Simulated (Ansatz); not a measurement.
## SrTiO3/SrZrO3 superlattice along [001] (80 atoms) in motion

Wanted: a short trajectory of SrTiO3/SrZrO3 superlattice along [001] (80 atoms) with its pair distributions.

Program: Ansatz 0.2.0. Level of theory: Kohn-Sham DFT, LDA, PAW (set soft_2), plane waves. Results are calculated unless marked as measured.

## 1. The structure

The cell holds 80 atoms: 16 Sr, 4 Ti, 48 O and 12 Zr. Its edges and angles: a = 8.200 Å, b = 8.200 Å, c = 16.075 Å, α = 90.0°, β = 90.0°, γ = 90.0°. It derives from SrTiO3 and SrZrO3. Cubic perovskite lattice with in-plane constant 4.1 Å; 1 period of SrTiO3 and 3 of SrZrO3 along [001], 2 x 2 in-plane cells; the two parts stretched along z by 0.9207 and 1.0; every coordinate displaced by a Gaussian of 0.03 Å. Regions: SrTiO3, 20 atoms (4 Sr, 4 Ti and 12 O); SrZrO3, 60 atoms (12 Sr, 12 Zr and 36 O).

Limits known from the start: The host structure and its lattice constant were typed by rule, without a check against the phase diagram. The Brillouin zone is sampled at Γ only, in a cell whose shortest periodic width is 8 Å.

## 2. Dynamics started at 400 K

A Nosé–Hoover thermostat steers the temperature while disturbing the dynamics little. The time step is 1.0 fs.

The input, input.yaml:

```yaml
crystal:
  lattice:
    - [8.2, 0.0, 0.0]
    - [0.0, 8.2, 0.0]
    - [0.0, 0.0, 16.07487]
  atoms:
    - { symbol: Sr, position: [0.99862, 0.9985, 0.00034] }
    - { symbol: Ti, position: [0.25622, 0.24844, 0.12148] }
    - { symbol: O, position: [0.24853, 0.25331, 0.99918] }
    - { symbol: O, position: [0.00255, 0.25156, 0.11836] }
    [... 70 atom lines left out ...]
    - { symbol: O, position: [0.74744, 0.49931, 0.61882] }
    - { symbol: Sr, position: [0.50032, 0.4979, 0.74611] }
    - { symbol: Zr, position: [0.75071, 0.74924, 0.87076] }
    - { symbol: O, position: [0.74173, 0.75272, 0.7458] }
    - { symbol: O, position: [0.50338, 0.7555, 0.87455] }
    - { symbol: O, position: [0.74666, 0.50349, 0.87311] }
kpoints:
  mp_grid: { grid: [1, 1, 1] }
hamiltonian:
  xc: lda
scf:
  occupations: { method: fixed }
output:
  forces: true
md:
  timestep: 1.0
  n_steps: 200
  ensemble: nvt_nose_hoover
  temperature: 400
  initial_velocities: maxwell_boltzmann
  seed: 7703
```

The run is started by

```sh
$ ansatz run input.yaml --threads 4 --pin off --max-ram 8192MiB --backend cpu --events-out ev --progress --plain --runs-dir out
```

It took 18 min on 4 threads of Arm Neoverse V2, shared host; peak memory 1.5 GiB.

The program notes that it switched symmetry off.

The trajectory, sampled:

| time (fs) | T (K) | potential (meV/atom) | conserved (meV/atom) |
| --- | --- | --- | --- |
| 0.0 | 400 | 0.0 | 0.00 |
| 13.0 | 338 | 7.9 | 0.02 |
| 27.0 | 432 | -3.8 | 0.01 |
| 40.0 | 536 | -17.1 | -0.01 |
| 53.0 | 549 | -19.3 | 0.00 |
| 67.0 | 498 | -14.4 | 0.01 |
| 80.0 | 542 | -22.2 | 0.00 |
| 93.0 | 588 | -31.6 | -0.02 |
| 107.0 | 467 | -19.9 | 0.02 |
| 120.0 | 597 | -39.8 | -0.03 |
| 133.0 | 491 | -29.3 | 0.00 |
| 147.0 | 474 | -29.4 | -0.02 |
| 160.0 | 411 | -22.9 | -0.01 |
| 173.0 | 463 | -30.8 | -0.01 |
| 187.0 | 529 | -41.1 | -0.02 |
| 200.0 | 504 | -39.9 | -0.01 |

Mean square displacement from the first frame to the last: Sr 0.080 Å², Ti 0.026 Å², O 0.20 Å², Zr 0.020 Å².

The mean square displacement by time lag:

| time lag (fs) | O (Å²) | Sr (Å²) | Ti (Å²) | Zr (Å²) |
| --- | --- | --- | --- | --- |
| 1.0 | 8.2e-5 | 1.3e-5 | 3.4e-5 | 1.0e-5 |
| 5.0 | 0.00204 | 3.2e-4 | 8.5e-4 | 2.5e-4 |
| 9.0 | 0.00647 | 0.00104 | 0.00269 | 8.1e-4 |
| 13.0 | 0.0131 | 0.00217 | 0.00544 | 0.00166 |
| 17.0 | 0.0214 | 0.00368 | 0.00895 | 0.00277 |
| 21.0 | 0.0308 | 0.00556 | 0.0130 | 0.00411 |
| 25.0 | 0.0410 | 0.00778 | 0.0174 | 0.00564 |
| 29.0 | 0.0514 | 0.0103 | 0.0220 | 0.00731 |
| 34.0 | 0.0641 | 0.0139 | 0.0275 | 0.00953 |
| 38.0 | 0.0739 | 0.0171 | 0.0316 | 0.0114 |
| 42.0 | 0.0831 | 0.0204 | 0.0352 | 0.0132 |
| 46.0 | 0.0917 | 0.0240 | 0.0383 | 0.0150 |
| 50.0 | 0.0996 | 0.0277 | 0.0409 | 0.0168 |
| 54.0 | 0.107 | 0.0315 | 0.0431 | 0.0185 |
| 58.0 | 0.113 | 0.0354 | 0.0449 | 0.0201 |
| 62.0 | 0.119 | 0.0393 | 0.0466 | 0.0217 |
| 67.0 | 0.125 | 0.0442 | 0.0483 | 0.0235 |
| 71.0 | 0.129 | 0.0482 | 0.0494 | 0.0249 |
| 75.0 | 0.132 | 0.0521 | 0.0503 | 0.0261 |
| 79.0 | 0.135 | 0.0560 | 0.0510 | 0.0273 |
| 83.0 | 0.137 | 0.0597 | 0.0516 | 0.0285 |
| 87.0 | 0.139 | 0.0634 | 0.0522 | 0.0295 |
| 91.0 | 0.140 | 0.0669 | 0.0528 | 0.0305 |
| 95.0 | 0.140 | 0.0702 | 0.0535 | 0.0313 |
| 100.0 | 0.140 | 0.0741 | 0.0545 | 0.0323 |

Over the second half of 200 fs the temperature averages 492 K with swings of 49 K r.m.s. The conserved energy stays within 0.03 meV/atom. From first frame to last O has the largest mean square displacement, 0.20 Å² at the end; the farthest move is 0.79 Å. The mean temperature of 492 K lies well off the 400 K of the input, so the thermostat hasn't yet brought the run to equilibrium. The run spans 0.20 ps, too short for its means to be equilibrium values.

## 3. Local order late in the run

The g(r) is a mean over the second half; what follows it is taken at the last frame.

Density 5.31 g/cm³, 13.51 Å³ an atom.

Mean of 14 frames. Pair distribution functions g(r), in bins of 0.2 Å:

| r (Å) | total | O-O | O-Sr | O-Zr | O-Ti | Sr-Sr | Sr-Zr |
| --- | --- | --- | --- | --- | --- | --- | --- |
| 1.60 | 0.01 | 0.00 | 0.00 | 0.00 | 0.23 | 0.00 | 0.00 |
| 1.80 | 0.32 | 0.00 | 0.00 | 0.03 | 5.25 | 0.00 | 0.00 |
| 2.00 | 1.50 | 0.00 | 0.00 | 6.74 | 4.85 | 0.00 | 0.00 |
| 2.20 | 1.08 | 0.00 | 0.10 | 5.22 | 1.86 | 0.00 | 0.00 |
| 2.40 | 0.63 | 0.03 | 2.11 | 0.23 | 1.21 | 0.00 | 0.00 |
| 2.60 | 1.18 | 0.76 | 3.73 | 0.00 | 0.12 | 0.00 | 0.00 |
| 2.80 | 1.75 | 3.13 | 2.58 | 0.00 | 0.00 | 0.00 | 0.00 |
| 3.00 | 1.62 | 3.34 | 1.72 | 0.00 | 0.00 | 0.00 | 0.00 |
| 3.20 | 0.84 | 1.13 | 1.40 | 0.00 | 0.00 | 0.00 | 0.41 |
| 3.40 | 0.93 | 0.46 | 1.07 | 0.00 | 0.00 | 0.18 | 5.69 |
| 3.60 | 0.88 | 0.40 | 0.42 | 0.00 | 0.00 | 0.71 | 8.18 |
| 3.80 | 0.45 | 0.40 | 0.14 | 0.08 | 0.12 | 1.32 | 2.55 |
| 4.00 | 0.63 | 0.42 | 0.00 | 0.59 | 0.84 | 3.16 | 0.13 |
| 4.20 | 1.09 | 1.21 | 0.03 | 1.60 | 1.50 | 3.03 | 0.00 |
| 4.40 | 1.01 | 0.81 | 0.16 | 2.59 | 2.55 | 1.14 | 0.00 |
| 4.60 | 1.22 | 0.97 | 1.03 | 2.30 | 3.32 | 0.25 | 0.00 |
| 4.80 | 1.40 | 1.19 | 2.33 | 1.77 | 1.57 | 0.00 | 0.00 |
| 5.00 | 1.23 | 1.25 | 2.31 | 1.05 | 0.62 | 0.00 | 0.00 |
| 5.20 | 0.90 | 1.15 | 1.68 | 0.33 | 0.16 | 0.33 | 0.00 |
| 5.40 | 0.63 | 0.95 | 0.85 | 0.07 | 0.30 | 1.11 | 0.00 |
| 5.60 | 0.82 | 1.06 | 0.38 | 0.42 | 0.90 | 2.53 | 0.00 |
| 5.80 | 1.25 | 1.39 | 0.39 | 1.33 | 1.35 | 3.25 | 0.00 |
| 6.00 | 1.08 | 1.10 | 0.66 | 1.72 | 1.42 | 1.90 | 0.02 |
| 6.20 | 0.97 | 0.86 | 0.68 | 2.00 | 1.48 | 0.54 | 0.30 |
| 6.40 | 0.95 | 0.87 | 1.15 | 0.96 | 1.11 | 0.11 | 1.31 |
| 6.60 | 0.95 | 0.75 | 1.04 | 0.54 | 0.57 | 0.30 | 3.20 |
| 6.80 | 1.05 | 0.83 | 0.74 | 0.26 | 0.25 | 0.80 | 5.56 |
| 7.00 | 1.00 | 0.94 | 0.70 | 0.51 | 0.61 | 1.48 | 3.16 |

Bonds by pair of elements; cutoffs follow the first minimum of g(r), held within bounds set by covalent radii, and pairs that aren't listed don't count as bonded:

| pair A-B | cutoff (Å) | bonds | mean length (Å) | spread (Å) | shortest (Å) | B about A | A about B |
| --- | --- | --- | --- | --- | --- | --- | --- |
| O-Sr | 3.52 | 181 | 2.86 | 0.303 | 2.28 | 3.77 | 11.3 |
| O-Zr | 2.73 | 72 | 2.10 | 0.081 | 1.95 | 1.5 | 6 |
| O-Ti | 2.77 | 24 | 2.02 | 0.199 | 1.78 | 0.5 | 6 |

The cutoff for O-Sr falls short of the minimum of g(r), so counts run low and odd coordinations can be artefacts.

How many atoms have how many bonded neighbours:

| element | mean | 5 | 6 | 10 | 11 | 12 |
| --- | --- | --- | --- | --- | --- | --- |
| O | 5.77 | 11 | 37 | 0 | 0 | 0 |
| Sr | 11.3 | 0 | 0 | 2 | 7 | 7 |
| Ti | 6 | 0 | 4 | 0 | 0 | 0 |
| Zr | 6 | 0 | 12 | 0 | 0 | 0 |

Bond angles (no mean is given where the spread exceeds 20°):

| angle | count | mean (°) | spread (°) |
| --- | --- | --- | --- |
| Sr-O-Zr | 267 | 90.2 | 9 |
| Sr-O-Sr | 255 | - | - |
| O-Zr-O | 180 | - | - |
| Sr-O-Ti | 95 | 89.5 | 8.2 |
| O-Ti-O | 60 | - | - |

Bond length by coordination (bonds to H left out):

| element | coordination | atoms | mean bond length (Å) |
| --- | --- | --- | --- |
| O | 5 | 11 | 2.51 |
| O | 6 | 37 | 2.61 |
| Sr | 10 | 2 | 2.77 |
| Sr | 11 | 7 | 2.85 |
| Sr | 12 | 7 | 2.89 |

For some of the pairs, g(r) has its first main peak near 2.92 Å (O-O), 2.63 Å (O-Sr), 2.08 Å (O-Zr), 1.90 Å (O-Ti), 3.98 Å (Sr-Sr) and 3.57 Å (Sr-Zr). The Sr-O-Zr angle averages 90° with a spread of 9°.

## 4. Single point at the last frame

The last frame is solved once more, with the analyses that the dynamics left out.

The input, input.yaml:

```yaml
crystal:
  lattice:
    - [8.2, 0.0, 0.0]
    - [0.0, 8.2, 0.0]
    - [0.0, 0.0, 16.07487]
  atoms:
    - { symbol: Sr, position: [0.99064, 0.02409, 0.99291] }
    - { symbol: Ti, position: [0.24982, 0.24192, 0.11977] }
    - { symbol: O, position: [0.19541, 0.29099, 0.0053] }
    - { symbol: O, position: [0.96711, 0.25195, 0.13882] }
    [... 70 atom lines left out ...]
    - { symbol: O, position: [0.82551, 0.49505, 0.61779] }
    - { symbol: Sr, position: [0.47198, 0.48572, 0.72953] }
    - { symbol: Zr, position: [0.74224, 0.73121, 0.8689] }
    - { symbol: O, position: [0.72877, 0.73019, 0.74285] }
    - { symbol: O, position: [0.48683, 0.74835, 0.89968] }
    - { symbol: O, position: [0.6529, 0.48319, 0.87445] }
kpoints:
  mp_grid: { grid: [1, 1, 1] }
hamiltonian:
  xc: lda
scf:
  occupations: { method: fixed }
output:
  forces: true
  stress: true
  populations: intrinsic
  dos:
    method: { smearing: { sigma: 0.15 } }
    de: 0.1
    projected:
      site_lists:
        O: [O]
        Sr: [Sr]
        Ti: [Ti]
        Zr: [Zr]
        SrTiO3: [0, 1, 2, 3, 4, 20, 21, 22, 23, 24, 40, 41, 42, 43, 44, 60, 61, 62, 63, 64]
        SrZrO3: [5, 6, 7, 8, 9, 10, 11, 12, 13, 14, 15, 16, 17, 18, 19, 25, 26, 27, 28, 29, 30, 31, 32, 33, 34, 35, 36, 37, 38, 39, 45, 46, 47, 48, 49, 50, 51, 52, 53, 54, 55, 56, 57, 58, 59, 65, 66, 67, 68, 69, 70, 71, 72, 73, 74, 75, 76, 77, 78, 79]
  eigenvalues: true
  write_density: true
  write_potential: true
  volumetric_format: npy
  elf: true
```

Wall time 19 s (4 threads); peak memory 1.5 GiB; 72 s of CPU time.

Read from the output:

```
free energy                                      : -140633.5098 eV
free energy per atom                             : -1757.9189 eV/atom
SCF cycles                                       : 11
pressure                                         : -4.793 GPa
r.m.s. force component                           : 0.6341 eV/Å
longest force                                    : 2.4 eV/Å
Fermi energy                                     : 8.891 eV
gap (highest filled to lowest empty level) : 2.655 eV
```

Length of the force by element:

| element | coordination | atoms | mean length of the force (eV/Å) | spread | least | most |
| --- | --- | --- | --- | --- | --- | --- |
| O | all | 48 | 0.953 | 0.444 | 0.0434 | 2.40 |
| Sr | all | 16 | 0.751 | 0.387 | 0.224 | 1.64 |
| Ti | all | 4 | 1.64 | 0.367 | 1.15 | 2.14 |
| Zr | all | 12 | 1.14 | 0.649 | 0.336 | 2.23 |

Intrinsic-atomic-orbital charges by element:

| element | coordination | atoms | mean charge (e) | spread | least | most |
| --- | --- | --- | --- | --- | --- | --- |
| O | all | 48 | -0.966 | 0.0465 | -1.07 | -0.853 |
| Sr | all | 16 | 1.73 | 0.0062 | 1.72 | 1.75 |
| Ti | all | 4 | 1.13 | 0.01 | 1.11 | 1.13 |
| Zr | all | 12 | 1.18 | 0.0236 | 1.15 | 1.22 |

By region:

| region | atoms | mean length of the force (eV/Å) | net charge (e) |
| --- | --- | --- | --- |
| SrTiO3 | 20 | 1.22 | -0.18 |
| SrZrO3 | 60 | 0.896 | 0.18 |

States in the cell by windows of 1 eV, zero at the Fermi level; the larger projections on atomic orbitals stand beside the total:

| from (eV) | to (eV) | total | SrZrO3 | O p | SrTiO3 | Zr d | Ti d |
| --- | --- | --- | --- | --- | --- | --- | --- |
| -10 | -5 | 0.0 | 0.0 | 0.0 | 0.0 | 0.0 | 0.0 |
| -5 | -4 | 16.0 | 12.2 | 11.0 | 3.8 | 3.0 | 0.6 |
| -4 | -3 | 59.6 | 44.2 | 41.7 | 15.0 | 9.9 | 3.7 |
| -3 | -2 | 74.0 | 52.2 | 60.0 | 20.0 | 6.6 | 2.7 |
| -2 | -1 | 73.5 | 54.7 | 65.2 | 16.8 | 2.9 | 1.1 |
| -1 | 0 | 63.8 | 47.8 | 60.0 | 14.8 | 0.9 | 0.5 |
| 0 | 1 | 1.1 | 0.5 | 1.1 | 0.6 | 0.0 | 0.0 |
| 1 | 2 | 0.0 | 0.0 | 0.0 | 0.0 | 0.0 | 0.0 |
| 2 | 3 | 4.4 | 0.9 | 0.4 | 3.4 | 0.7 | 3.1 |
| 3 | 4 | 20.3 | 8.0 | 2.9 | 11.4 | 6.8 | 9.3 |
| 4 | 5 | 34.7 | 20.9 | 5.3 | 11.5 | 15.9 | 8.8 |

With fixed occupations the program's Fermi level is the highest filled level; weight inside the gap is the broadening of levels at its edges.

Between -26 and -10 eV lie 264 more states.

The stored curve holds about 552 of the 640 electrons; the rest, give or take the few that broadening carries across the Fermi level, lie in deeper levels below its range.

The levels nearest the highest filled one (over half full), pooled over k-points and spins:

| level less the highest filled one (eV) | occupation |
| --- | --- |
| -0.263 | 2 |
| -0.178 | 2 |
| -0.169 | 2 |
| -0.133 | 2 |
| -0.107 | 2 |
| 0 | 2 |
| 2.65 | 0 |
| 2.86 | 0 |
| 3.11 | 0 |
| 3.40 | 0 |
| 3.49 | 0 |
| 3.69 | 0 |

Planar average of the electrostatic potential energy along the normal, with the Fermi level as zero, after a running mean with a triangular window 4 Å wide at its base:

| height (Å) | potential energy (eV) |
| --- | --- |
| 0.0 | -5.43 |
| 0.4 | -5.25 |
| 0.9 | -4.92 |
| 1.3 | -4.65 |
| 1.8 | -4.52 |
| 2.2 | -4.60 |
| 2.7 | -4.85 |
| 3.1 | -5.14 |
| 3.6 | -5.34 |
| 4.2 | -5.20 |
| 4.6 | -5.13 |
| 5.1 | -5.25 |
| 5.5 | -5.45 |
| 6.0 | -5.77 |
| 6.4 | -6.05 |
| 6.8 | -6.05 |
| 7.3 | -5.89 |
| 7.7 | -5.62 |
| 8.2 | -5.22 |
| 8.6 | -4.97 |
| 9.1 | -4.98 |
| 9.5 | -5.07 |
| 10.0 | -5.22 |
| 10.4 | -5.42 |
| 10.9 | -5.50 |
| 11.3 | -5.51 |
| 11.8 | -5.54 |
| 12.4 | -5.56 |
| 12.8 | -5.59 |
| 13.2 | -5.65 |
| 13.7 | -5.63 |
| 14.1 | -5.56 |
| 14.6 | -5.51 |
| 15.0 | -5.41 |
| 15.5 | -5.35 |
| 15.9 | -5.43 |

Mean intrinsic-atomic-orbital charges: O -0.97, Sr +1.73, Ti +1.13, Zr +1.18 e. By these charges the region 'SrZrO3' has given 0.18 e to 'SrTiO3'; where the regions aren't neutral units, this includes their ionic charge. The largest share in the top eV of filled states is O p (96 % of the projected weight), and in the lowest eV of empty states Ti d (60 % of the projected weight).

## 5. Results

* mean temperature, second half: 492.4 K
* temperature swing, second half: 48.76 K
* slope of the conserved energy against time, by least squares: -0.125 meV/atom/ps
* free energy per atom: -1757.9189 eV/atom
* density: 5.309 g/cm³
* pressure: -4.793 GPa
* r.m.s. force component: 0.6341 eV/Å
* gap (highest filled to lowest empty level): 2.655 eV
* wall time of the 2 DFT runs: 18 min

What this shows: Over the second half of 200 fs the temperature averages 492 K with swings of 49 K r.m.s. The conserved energy stays within 0.03 meV/atom. The mean temperature of 492 K lies well off the 400 K of the input, so the thermostat hasn't yet brought the run to equilibrium. The run spans 0.20 ps, too short for its means to be equilibrium values. Filled and empty levels are parted by 2.65 eV at Γ alone; the mesh holds the band edges only if they fold onto it, so the gap at this level can be narrower or closed, while local or semilocal functionals tend to narrow gaps against experiment.

What to keep in mind: The pressure of -4.8 GPa is that of one thermal frame at a volume set beforehand, without the kinetic term.

[Logs are printed without paths, hosts, clocks, repeated set-up lines and the standing remarks that a program may print on its own settings, such as how far it seeks lower states.]

[Hosts, paths, dates, database ids (printed as entryN), source tags and the programs' standing remarks are cut or masked in the printed files.]
